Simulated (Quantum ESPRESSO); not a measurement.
**CdS (Hawleyite): the optical phonon under strain**

Wanted: the shift of the optical mode of CdS (Hawleyite) in a strained (001) layer.

Calculated with Quantum ESPRESSO 7.5; DFT PBE, scalar-relativistic, plane waves, PseudoDojo norm-conserving pseudopotentials.

## (1) Set-up

It takes space group F-43m (No. 216, cubic). The conventional cell has a = 5.929 Å, b = 5.929 Å, c = 5.929 Å, α = 90.00°, β = 90.00°, γ = 90.00°. Nearest to Cd lie 4 S at 2.57 Å. Nearest to S lie 4 Cd at 2.57 Å. Farther neighbours and most contacts between anions are not listed.

This is the cell after its relaxation at this level of theory, not the database cell from which that began.

## (2) Uniaxial strain

The relaxed cell is stretched along z alone. This keeps all atoms on sites fixed by symmetry and splits the threefold mode into a singlet, polarised along z, and a doublet. The macroscopic field is left out, so these are transverse modes. Cutoff 112 Ry, k mesh 8×8×8.

From the response at ε_zz = 0.01:

The log of the run:

```text
[banners, grids, parts of the stress and lines that vanish by symmetry left out]
Program PHONON v.7.5
     Reading xml data from directory:

[...]
Exchange-correlation= PBE
                           (   1   4   3   4   0   0   0)
[...]
kinetic-energy cut-off    =     112.0000  Ry
     charge density cut-off    =     448.0000  Ry
     convergence threshold     =      1.0E-18
[...]
Exchange-correlation= PBE
                           (   1   4   3   4   0   0   0)
[...]
q = (   0.0000000   0.0000000   0.0000000 )
      9 Sym.Ops. (with q -> -q+G )
     G cutoff =  719.4481  (  56923 G-vectors)     FFT grid: ( 54, 54, 54)
     number of k points=    59
[...]
Mode symmetry, D_2d (-42m) point group:
[...]
Representation #   1 mode #   1
[...]
End of self-consistent calculation
     Convergence has been achieved
     Representation #   2 mode #   2
[...]
End of self-consistent calculation
     Convergence has been achieved
     Representation #   3 modes #   3   4
[...]
End of self-consistent calculation
     Convergence has been achieved
     Representation #   4 modes #   5   6
[...]
End of self-consistent calculation
     Convergence has been achieved
[...]
q = (    0.000000000   0.000000000   0.000000000 )
[...]
freq (    1) =      -0.057793 [THz] =      -1.927771 [cm-1]
     freq (    2) =      -0.041622 [THz] =      -1.388374 [cm-1]
     freq (    3) =      -0.041622 [THz] =      -1.388374 [cm-1]
     freq (    4) =       6.341032 [THz] =     211.514054 [cm-1]
     freq (    5) =       6.341032 [THz] =     211.514054 [cm-1]
     freq (    6) =       6.391095 [THz] =     213.183983 [cm-1]
[...]
Mode symmetry, D_2d (-42m) point group:
     freq (   1-   1) =         -1.9  [cm-1]   --> B_2  X_3  W_2   I+R
     freq (   2-   3) =         -1.4  [cm-1]   --> E    X_5  W_3   I+R
     freq (   4-   5) =        211.5  [cm-1]   --> E    X_5  W_3   I+R
     freq (   6-   6) =        213.2  [cm-1]   --> B_2  X_3  W_2   I+R

   JOB DONE.
```

```csv
ε_zz,singlet (cm⁻¹),doublet (cm⁻¹),σ_zz (GPa),σ_xx (GPa)
-0.01,218.98,220.85,-0.674,-0.485
-0.005,217.58,218.49,-0.336,-0.240
0,216.14,216.14,-0.002,-0.002
0.005,214.68,213.82,0.329,0.228
0.01,213.18,211.51,0.657,0.450
```

Stress is counted positive in tension.

## (3) The fit

To first order ω² − ω₀² = p ε_zz + q (ε_xx + ε_yy) for the mode along z, and likewise for x and y. With ε_zz alone the singlet gives p and the doublet q.

The linear terms of parabolas through ω² are p = -2.68 ω₀² and q = -4.32 ω₀², with ω₀ = 216.1 cm⁻¹. Those of the stresses are C11 = 67 GPa and C12 = 47 GPa. Under hydrostatic strain p and q imply γ = −(p + 2q)/(6 ω₀²) = 1.89.

A layer held to an in-plane strain ε and free along z takes ε_zz = −2 (C12/C11) ε = -1.405 ε. To first order the singlet then shifts by (q − p C12/C11) ε / ω₀ = -527 ε cm⁻¹. For ε = -0.006, ε_zz = 0.00843, the formulas for ω² predict 219.28 cm⁻¹ for the singlet and 216.74 cm⁻¹ for the doublet.

## (4) A biaxially strained cell

This run was no part of the fit.

The log of the run:

```text
[banners, grids, parts of the stress and lines that vanish by symmetry left out]
[banner, memory and clock lines left out]
Program PHONON v.7.5

[...]
Exchange-correlation= PBE
                           (   1   4   3   4   0   0   0)
[...]
kinetic-energy cut-off    =     112.0000  Ry
     charge density cut-off    =     448.0000  Ry
     convergence threshold     =      1.0E-18
[...]
Exchange-correlation= PBE
                           (   1   4   3   4   0   0   0)
[...]
q = (   0.0000000   0.0000000   0.0000000 )
      9 Sym.Ops. (with q -> -q+G )
     G cutoff =  714.0586  (  56099 G-vectors)     FFT grid: ( 54, 54, 54)
     number of k points=    59
[...]
Mode symmetry, D_2d (-42m) point group:
[...]
Representation #   1 mode #   1
[...]
End of self-consistent calculation
     Convergence has been achieved
     Representation #   2 mode #   2
[...]
End of self-consistent calculation
     Convergence has been achieved
     Representation #   3 modes #   3   4
[...]
End of self-consistent calculation
     Convergence has been achieved
     Representation #   4 modes #   5   6
[...]
End of self-consistent calculation
     Convergence has been achieved
[...]
q = (    0.000000000   0.000000000   0.000000000 )
[...]
freq (    1) =      -0.061429 [THz] =      -2.049036 [cm-1]
     freq (    2) =      -0.046262 [THz] =      -1.543144 [cm-1]
     freq (    3) =      -0.046262 [THz] =      -1.543144 [cm-1]
     freq (    4) =       6.496263 [THz] =     216.692005 [cm-1]
     freq (    5) =       6.496263 [THz] =     216.692005 [cm-1]
     freq (    6) =       6.575050 [THz] =     219.320071 [cm-1]
[...]
Mode symmetry, D_2d (-42m) point group:
     freq (   1-   1) =         -2.0  [cm-1]   --> B_2  X_3  W_2   I+R
     freq (   2-   3) =         -1.5  [cm-1]   --> E    X_5  W_3   I+R
     freq (   4-   5) =        216.7  [cm-1]   --> E    X_5  W_3   I+R
     freq (   6-   6) =        219.3  [cm-1]   --> B_2  X_3  W_2   I+R
```

```csv
mode,predicted (cm⁻¹),run (cm⁻¹)
singlet,219.28,219.32
doublet,216.74,216.69
```

The stress along z is 0.002 GPa and that in the plane -0.290 GPa; the unstrained cell carries -0.002 GPa.

## (5) Results

| Item | Value |
| --- | --- |
| p (in units of the squared frequency) | -2.683 |
| q (same units) | -4.322 |
| shift of the singlet per unit of biaxial strain | -527 cm⁻¹ |
| C11 and C12 | 67 and 47 GPa |

To first order, one per cent of tensile biaxial strain moves the singlet of CdS (Hawleyite) by -5.3 cm⁻¹ and the doublet by -1.0 cm⁻¹; the formulas miss the test run by up to 0.05 cm⁻¹. In backscattering from (001) the mode polarised along z is the one seen in diamond and zinc-blende crystals; in a polar crystal it is the LO mode, whose potentials differ somewhat from these. The third potential, r, needs shear strain and a relaxation of the atoms, which was not run. These are harmonic values at zero temperature.

[Host names and launcher messages were left out of these logs when they were recorded.]

[Logs are printed without paths, hosts, clocks, repeated set-up lines and the standing remarks that a program may print on its own settings, such as how far it seeks lower states.]

[Hosts, paths, dates, database ids (printed as entryN), source tags and the programs' standing remarks are cut or masked in the printed files.]
